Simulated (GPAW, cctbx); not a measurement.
# By hand: from a DFT structure factor to an extinction distance in CuH3Pb

CuH3Pb, Pm-3m (no. 221), a = 4.1188 Å, b = 4.1188 Å, c = 4.1188 Å, α = 90.00°, β = 90.00°, γ = 90.00°.

| atom | mult. | x | y | z |
| --- | --- | --- | --- | --- |
| Pb1 | 1 | 1/2 | 1/2 | 1/2 |
| Cu1 | 1 | 0 | 0 | 0 |
| H1 | 3 | 1/2 | 1/2 | 0 |

The cell comes from substitution in a known structure type and wasn't matched to any measured phase.

A DFT run (GPAW, PBE, 550 eV, 6×6×6 k-points, Fermi–Dirac width 0.1 eV) gives the static X-ray structure factor of 111 as 44.071 e for the conventional cell; superposed free atoms give 44.439 e. **Problem.** Find the Fourier component V of the crystal potential and the two-beam extinction distance at 300 kV in both cases.

**1. Geometry**

The cell volume is Ω = 69.87 Å³ and d(111) = 2.3780 Å, so g = 1/d = 0.4205 Å⁻¹.

**2. The nuclei**

Electrons feel nuclei as well as electrons, so the nuclear charges are summed with the same phases.

Phase sums Σ exp(2πi h·x), turned so that the total is real and positive: Pb +1.000, Cu -1.000, H -3.000. Then F_Z = 82 × (+1.000) + 29 × (-1.000) + 1 × (-3.000) = 50.00 e. The electron term has the same sign for this reflection.

**3. Mott–Bethe**

Poisson's equation, term by term, gives V = (e/4πε₀)(F_Z − F)/(πΩg²), with e/4πε₀ = 14.3996 V Å.

The prefactor is 14.3996 × 2.3780²/(π × 69.87) = 0.37095 V per electron. Free atoms: (50.00 − 44.439) × 0.37095 = 2.063 V. Crystal: (50.00 − 44.071) × 0.37095 = 2.199 V. F changes by -0.83 % and V by +6.6 %: the same 0.37 e is measured against F_Z − F = 5.6 e in place of F = 44.4 e.

**4. Extinction distance**

In the two-beam case ξ = 1/(λU) with U = 2γm₀eV/h², that is ξ = 150.41 V Å²/(γλV).

At 300 kV, λ = 0.01969 Å and γ = 1.5871. Free atoms: ξ = 2334 Å. Crystal: ξ = 2189 Å. The thickness fringes go as sin²(πt/ξ), so the two patterns slip by a quarter of a period when t|1/ξ₁ − 1/ξ₀| = 1/4, at t ≈ 882 nm, thicker than usual samples. Thermal motion, absorption and many-beam coupling, left out here, change a real pattern.

**5. Answer**

V(111) is 2.20 V against 2.06 V, and ξ is 2189 against 2334 Å. Limits: static atoms, two beams.
